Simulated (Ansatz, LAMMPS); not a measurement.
# Molecular dynamics of liquid mixture of sulfolane and H2O at 340 K (192 atoms)

How do the atoms of liquid mixture of sulfolane and H2O at 340 K (192 atoms) move, and what local order do they keep?

Main program and level: Ansatz 0.2.0; Kohn-Sham DFT, PBE+D4, PAW (set soft_2), plane waves.

### 1. Starting point

The cell holds 192 atoms: 28 O, 12 S, 48 C and 104 H. Its edges and angles: a = 12.778 Å, b = 12.778 Å, c = 12.778 Å, α = 90.0°, β = 90.0°, γ = 90.0°. 12 sulfolane, 4 H2O placed at random, at 1.21 g/cm³; overlaps pushed apart, then 10 ps at 450 K with MMFF94 bonds, angles, torsions, charges and radii (Halgren, J. Comput. Chem. 17, 490 (1996)) in harmonic and 12-6 forms; SPC/E water (Berendsen, Grigera and Straatsma, J. Phys. Chem. 91, 6269 (1987)). Snapshot after 20 ps at 340 K and fixed volume.

Before any run, some limits are plain. The network of contacts between molecules at the start is that of the classical potential that made the cell. The density was typed from a rule of thumb and may lie off the real one at this temperature. Sampling is at Γ alone, for a cell whose shortest periodic width is 13 Å.

### 2. Single point at the start

The forces at the start show how far the geometry lies from a minimum of this functional.

Input file input.yaml:

```yaml
crystal:
  lattice:
    - [12.77814, 0.0, 0.0]
    - [0.0, 12.77814, 0.0]
    - [0.0, 0.0, 12.77814]
  atoms:
    - { symbol: O, position: [0.6261, 0.46089, 0.92834] }
    - { symbol: S, position: [0.72681, 0.40902, 0.93474] }
    - { symbol: O, position: [0.79588, 0.40097, 0.84476] }
    - { symbol: C, position: [0.71418, 0.27904, 0.99038] }
    [... 182 atom lines left out ...]
    - { symbol: O, position: [0.42454, 0.29664, 0.96749] }
    - { symbol: H, position: [0.47292, 0.24013, 0.94318] }
    - { symbol: H, position: [0.41976, 0.35226, 0.91265] }
    - { symbol: O, position: [0.17905, 0.79638, 0.71282] }
    - { symbol: H, position: [0.24048, 0.7485, 0.70512] }
    - { symbol: H, position: [0.1918, 0.84581, 0.77214] }
kpoints:
  mp_grid: { grid: [1, 1, 1] }
hamiltonian:
  xc: pbe
  dispersion: d4
scf:
  occupations: { method: fixed }
output:
  forces: true
```

Launch:

```bash
ansatz run input.yaml --threads 4 --pin off --max-ram 8192MiB --backend cpu --events-out ev --progress --plain --runs-dir out
```

Elapsed: 20 s, on 4 threads of Arm Neoverse V2, shared host; peak memory 2.6 GiB.

Numbers from this run:

```yaml
free_energy: -40411.0402 eV
free_energy_per_atom: -210.4742 eV/atom
scf_cycles: 11
r_m_s_force_component: 0.9989 eV/Å
longest_force: 4.621 eV/Å
fermi_energy: -0.4223 eV
```

The r.m.s. force component of 1.00 eV/Å sets the starting point.

Neighbours are counted within 1.34 Å (H-C), 1.21 Å (H-O), 1.85 Å (C-C), 2.21 Å (C-S), 1.88 Å (O-S).

Length of the force by element and coordination:

| element | coordination | atoms | mean length of the force (eV/Å) | spread | least | most |
| --- | --- | --- | --- | --- | --- | --- |
| C | all | 48 | 2.33 | 1.04 | 0.337 | 4.62 |
| H | all | 104 | 1.12 | 0.682 | 0.146 | 4.14 |
| O | all | 28 | 1.09 | 0.539 | 0.209 | 2.63 |
| O | 1 | 24 | 1.18 | 0.518 | 0.378 | 2.63 |
| O | 2 | 4 | 0.526 | 0.219 | 0.209 | 0.829 |
| S | all | 12 | 1.83 | 0.473 | 1.03 | 2.60 |

### 3. Dynamics at 340 K

A Nosé–Hoover thermostat steers the temperature while disturbing the dynamics little. The time step is 0.5 fs, short enough for the stretching of bonds to hydrogen.

Changes to input.yaml since step 2:

```diff
@@ -16 +16,8 @@
   forces: true
+md:
+  timestep: 0.5
+  n_steps: 180
+  ensemble: nvt_nose_hoover
+  temperature: 340
+  initial_velocities: maxwell_boltzmann
+  seed: 8058
```

Elapsed: 41 min, on 4 threads; peak memory 2.6 GiB; 2.7 h of CPU time.

The program notes that it switched symmetry off.

The trajectory, sampled:

```csv
time (fs),T (K),potential (meV/atom),conserved (meV/atom)
0.0,340,0.0,0.00
6.0,378,-4.9,-0.04
12.0,376,-4.7,0.00
18.0,392,-6.9,-0.02
24.0,367,-3.9,-0.06
30.0,377,-5.3,-0.04
36.0,370,-4.7,-0.08
42.0,377,-5.8,-0.09
48.0,361,-4.0,-0.05
54.0,404,-9.9,-0.10
60.0,376,-6.6,-0.05
66.0,388,-8.6,-0.06
72.0,371,-6.8,-0.04
78.0,379,-8.3,-0.04
84.0,339,-3.6,-0.03
90.0,372,-8.3,-0.05
```

Mean square displacement from the first frame to the last: O 0.12 Å², S 0.067 Å², C 0.10 Å², H 0.23 Å².

The mean square displacement by time lag:

```
time lag (fs)   C (Å²)  H (Å²)   O (Å²)   S (Å²)
          0.5   2.0e-5  2.3e-4   1.6e-5   7.1e-6
          4.0  0.00122  0.0125   9.9e-4   4.4e-4
          6.0  0.00260  0.0237  0.00219   9.6e-4
          9.5  0.00581  0.0431  0.00522  0.00223
         13.0  0.00959  0.0625  0.00923  0.00381
         17.0   0.0138  0.0767   0.0147  0.00575
         19.0   0.0158  0.0778   0.0176  0.00671
         22.5   0.0189  0.0773   0.0232  0.00834
         26.0   0.0221  0.0819   0.0292  0.00994
         28.0   0.0239  0.0855   0.0328   0.0109
         32.0   0.0276  0.0930   0.0400   0.0128
         35.5   0.0313   0.105   0.0461   0.0146
         39.0   0.0349   0.117   0.0516   0.0165
         41.0   0.0370   0.121   0.0544   0.0175
         45.0   0.0411   0.125   0.0593   0.0197
```

The drift taken off is the plain mean over atoms, not the centre of mass, so with hydrogen in the cell the heavy atoms' values at short lags are too large.

Over the second half of 90 fs the temperature averages 372 K with swings of 16 K r.m.s. The conserved energy stays within 0.11 meV/atom. From first frame to last H has the largest mean square displacement, 0.23 Å² at the end; the farthest move is 0.92 Å. The run spans 0.09 ps, too short for its means to be equilibrium values.

### 4. Local order late in the run

The g(r) is a mean over the second half; what follows it is taken at the last frame.

Bonds before and after, by the cutoffs listed below:

```csv
pair,bonds before,bonds after,mean before (Å),mean after (Å),spread before (Å),spread after (Å)
H-C,96,96,1.095,1.098,0.034,0.033
H-O,8,8,1.000,0.969,0.000,0.017
C-C,36,36,1.519,1.540,0.039,0.035
C-S,24,24,1.762,1.819,0.040,0.044
O-S,24,24,1.453,1.451,0.013,0.017
```

Density 1.21 g/cm³, 10.87 Å³ an atom.

Mean of 14 frames. g(r), total and by pair (bins of 0.2 Å):

```
r (Å)  total   H-H    H-C   H-O   H-S    C-C   C-O
 0.90   0.31  0.00   0.00  1.94  0.00   0.00  0.00
 1.10   3.63  0.00  13.15  0.45  0.00   0.00  0.00
 1.30   0.02  0.02   0.06  0.00  0.00   0.00  0.00
 1.50   1.23  0.21   0.00  0.00  0.00  10.60  0.00
 1.70   0.59  1.53   0.00  0.07  0.00   0.41  0.00
 1.90   0.52  0.90   0.02  0.21  0.00   0.00  0.00
 2.10   0.93  0.30   2.85  0.41  0.03   0.00  0.00
 2.30   1.16  0.91   2.10  0.52  3.15   0.35  0.00
 2.50   1.19  1.73   0.10  1.29  2.42   2.53  0.44
 2.70   1.31  1.39   0.44  1.94  0.30   1.03  3.37
 2.90   0.83  1.02   0.67  1.37  0.83   0.10  0.63
 3.10   0.89  1.15   0.64  1.12  1.24   0.01  1.25
 3.30   0.85  0.61   0.94  1.61  0.94   0.06  1.15
 3.50   0.98  0.60   1.33  1.31  1.32   0.04  1.50
 3.70   0.89  0.90   0.87  0.77  1.44   0.19  1.71
 3.90   0.88  1.07   0.77  0.67  0.92   0.40  1.67
 4.10   0.85  1.04   0.76  0.89  0.75   0.60  0.91
 4.30   0.95  1.04   0.86  1.22  0.80   0.70  0.74
 4.50   1.00  0.99   0.93  1.20  0.97   1.07  0.89
 4.70   0.97  0.93   0.92  1.12  1.08   1.19  0.82
 4.90   0.99  0.96   0.99  1.04  1.00   0.94  0.94
 5.10   0.98  1.02   0.98  0.93  0.88   0.83  1.04
 5.30   1.01  1.02   1.05  0.90  0.91   1.03  1.10
 5.50   1.06  1.04   1.08  0.94  0.98   1.15  1.12
 5.70   1.06  0.97   1.13  1.05  1.00   1.56  0.91
 5.90   0.99  0.88   1.02  0.96  1.16   1.38  0.90
 6.10   1.02  1.01   1.04  0.91  0.95   1.35  1.03
 6.30   1.02  1.04   0.97  0.96  0.97   1.04  1.09
```

Bonds by pair of elements; cutoffs follow the first minimum of g(r), held within bounds set by covalent radii, and pairs that aren't listed don't count as bonded:

```csv
pair A-B,cutoff (Å),bonds,mean length (Å),spread (Å),shortest (Å),B about A,A about B
H-C,1.34,96,1.10,0.033,1.00,0.923,2
H-O,1.21,8,0.969,0.017,0.939,0.077,0.286
C-C,1.85,36,1.54,0.035,1.48,1.5,1.5
C-S,2.21,24,1.82,0.044,1.73,0.5,2
O-S,1.93,24,1.45,0.017,1.42,0.857,2
```

How many atoms have how many bonded neighbours:

```
element  mean    1  2   4
      C     4    0  0  48
      H     1  104  0   0
      O  1.14   24  4   0
      S     4    0  0  12
```

Bond angles, per cent of each kind in bins of 5°:

```
angle (°)  C-C-H  H-C-H  H-C-S  C-S-O  C-C-C
   95–100    0.7    4.2   10.4    2.1    0.0
  100–105   10.4   10.4   31.2   16.7   12.5
  105–110   29.2   50.0   33.3   47.9   66.7
  110–115   33.3   25.0   14.6   31.2   20.8
  115–120   20.8   10.4   10.4    2.1    0.0
  120–125    4.9    0.0    0.0    0.0    0.0
  125–130    0.7    0.0    0.0    0.0    0.0
```

Bond angles (no mean is given where the spread exceeds 20°):

```
angle  count  mean (°)  spread (°)
C-C-H    144       112         5.2
H-C-H     48       109         4.2
H-C-S     48       107         5.5
C-S-O     48       108         3.4
C-C-C     24       108         2.4
```

Bond length by coordination (bonds to H left out):

```
element  coordination  atoms  mean bond length (Å)
      O             1     24                  1.45
```

Rings of the network by King's shortest-path rule, up to 12 atoms, one path for each pair of neighbours; H, halogens, alkali and alkaline-earth atoms are left out, and the last column divides by all other atoms, bonded or not:

| ring size (atoms) | rings | per network atom |
| --- | --- | --- |
| 5 | 12 | 0.136 |

By these cutoffs all C atoms have 4, all H atoms have 1, 86 % of O atoms have 1 and all S atoms have 4 bonded neighbours. The C-C-H angle averages 112° with a spread of 5°. All rings counted have 5 atoms.

### 5. Single point at the last frame

The last frame is solved again with fuller output, to read the electronic structure of a thermally displaced geometry.

Input file input.yaml:

```yaml
crystal:
  lattice:
    - [12.77814, 0.0, 0.0]
    - [0.0, 12.77814, 0.0]
    - [0.0, 0.0, 12.77814]
  atoms:
    - { symbol: O, position: [0.62995, 0.4316, 0.91256] }
    - { symbol: S, position: [0.73745, 0.4019, 0.92796] }
    - { symbol: O, position: [0.81584, 0.39648, 0.84398] }
    - { symbol: C, position: [0.7366, 0.28266, 0.00288] }
    [... 182 atom lines left out ...]
    - { symbol: O, position: [0.39167, 0.29479, 0.95236] }
    - { symbol: H, position: [0.45536, 0.27285, 0.91783] }
    - { symbol: H, position: [0.38921, 0.35576, 0.90738] }
    - { symbol: O, position: [0.21232, 0.78242, 0.72098] }
    - { symbol: H, position: [0.24061, 0.71457, 0.74474] }
    - { symbol: H, position: [0.17928, 0.80359, 0.78419] }
kpoints:
  mp_grid: { grid: [1, 1, 1] }
hamiltonian:
  xc: pbe
  dispersion: d4
scf:
  occupations: { method: fixed }
output:
  forces: true
  stress: true
  populations: true
  dos:
    method: { smearing: { sigma: 0.15 } }
    de: 0.1
    projected: { site_lists: { C: [C], H: [H], O: [O], S: [S] } }
  eigenvalues: true
  write_density: true
  write_potential: true
  volumetric_format: npy
  elf: true
```

Run time: 50 s. Hardware: 4 threads; peak memory 2.9 GiB.

The program notes that the exchange-correlation potential is rough where the density is thin.

The run gave:

| Property | Result |
| --- | --- |
| free energy | -40412.6428 eV |
| free energy per atom | -210.4825 eV/atom |
| SCF cycles | 11 |
| pressure | 1.008 GPa |
| r.m.s. force component | 0.9358 eV/Å |
| longest force | 4.426 eV/Å |
| Fermi energy | -0.7434 eV |
| gap (highest filled to lowest empty level) | 5.079 eV |
| spilling of the projection | 0.01791 |

Neighbours are counted within 1.34 Å (H-C), 1.21 Å (H-O), 1.85 Å (C-C), 2.21 Å (C-S), 1.93 Å (O-S), the cutoffs taken from the dynamics.

Length of the force by element and coordination:

```csv
element,coordination,atoms,mean length of the force (eV/Å),spread,least,most
C,all,48,1.99,0.879,0.492,4.43
H,all,104,1.03,0.553,0.198,3.78
O,all,28,1.34,0.692,0.449,2.81
O,1,24,1.35,0.648,0.449,2.81
O,2,4,1.26,0.909,0.539,2.78
S,all,12,2.27,0.906,0.935,4.01
```

Löwdin charges by element and coordination (they lack the spilled electrons, 0.050 e an atom on average):

```csv
element,coordination,atoms,mean charge (e),spread,least,most
C,all,48,-0.360,0.0935,-0.483,-0.239
H,all,104,0.221,0.0534,0.151,0.401
O,all,28,-0.748,0.0148,-0.771,-0.714
O,1,24,-0.751,0.0129,-0.771,-0.727
O,2,4,-0.730,0.0116,-0.745,-0.714
S,all,12,2.07,0.0319,2.02,2.11
```

States in the cell by windows of 1 eV, zero at the Fermi level; the larger projections on atomic orbitals stand beside the total:

```csv
from (eV),to (eV),total,C p,O p,H s,S p,C s
-14,-13,0.0,0.0,0.0,0.0,0.0,0.0
-13,-12,23.4,2.3,0.1,5.0,2.3,13.2
-12,-11,19.3,3.5,0.4,3.1,1.5,6.8
-11,-10,5.3,0.9,0.1,0.8,0.4,1.9
-10,-9,0.2,0.1,0.0,0.1,0.0,0.1
-9,-8,38.7,10.7,2.5,9.1,2.6,9.5
-8,-7,9.7,2.5,1.2,2.1,0.2,1.6
-7,-6,39.3,16.2,8.7,6.4,4.0,0.5
-6,-5,42.8,15.6,11.4,7.2,4.5,0.7
-5,-4,63.4,24.8,17.4,10.0,6.5,0.9
-4,-3,44.9,24.8,8.0,9.5,0.8,0.3
-3,-2,59.1,31.3,13.1,12.3,0.3,0.5
-2,-1,65.4,12.9,42.3,7.1,0.4,0.3
-1,0,42.5,9.6,28.7,2.2,0.4,0.4
0,1,2.1,0.7,1.3,0.1,0.0,0.0
1,4,0.0,0.0,0.0,0.0,0.0,0.0
4,5,0.4,0.0,0.0,0.1,0.1,0.0
```

With fixed occupations the program's Fermi level is the highest filled level; weight inside the gap is the broadening of levels at its edges.

Between -23 and -14 eV lie 80 more states.

The levels nearest the highest filled one (over half full), pooled over k-points and spins:

```
level less the highest filled one (eV)  occupation
                                -0.302           2
                                -0.254           2
                                -0.194           2
                                -0.155           2
                                -0.077           2
                                     0           2
                                  5.08           0
                                  5.16           0
                                  5.31           0
                                  5.56           0
                                  5.60           0
                                  5.63           0
```

Mean Löwdin charges: C -0.36, H +0.22, O -0.75, S +2.07 e (they miss 1.8 % of the electrons, so they add up to more than the cell's charge). The largest share in the top eV of filled states is O p (69 % of the projected weight), and in the lowest eV of empty states H s (36 % of the projected weight).

### 6. What came out

```
mean temperature, second half                                : 372.4 K
temperature swing, second half                               : 15.98 K
slope of the conserved energy against time, by least squares : -0.1323 meV/atom/ps
free energy per atom                                         : -210.4825 eV/atom
pressure                                                     : 1.008 GPa
r.m.s. force component                                       : 0.9358 eV/Å
gap (highest filled to lowest empty level)             : 5.079 eV
wall time of the 3 DFT runs                                  : 42 min
```

**Reading.** Over the second half of 90 fs the temperature averages 372 K with swings of 16 K r.m.s. The conserved energy stays within 0.11 meV/atom. The run spans 0.09 ps, too short for its means to be equilibrium values. With the cutoffs above, all C atoms have 4, all H atoms have 1, 86 % of O atoms have 1 and all S atoms have 4 bonded neighbours. Between filled and empty levels lie 5.08 eV (at Γ alone); a semilocal functional tends to put such gaps too low. In a disordered cell it changes from sample to sample and from frame to frame.

What to keep in mind: The network of contacts between molecules at the start is that of the classical potential that made the cell; DFT moved the atoms only locally, and no bond changed. The pressure of a single frame lacks the kinetic term, about 0.47 GPa here.

[Logs are printed without paths, hosts, clocks, repeated set-up lines and the standing remarks that a program may print on its own settings, such as how far it seeks lower states.]

[Hosts, paths, dates, database ids (printed as entryN), source tags and the programs' standing remarks are cut or masked in the printed files.]

[The MMFF94 radii named for the starting cell were scaled by 0.96; in molecules described by MMFF94, hydrogen bound to N, O or S took a small fixed 12-6 site in their place.]
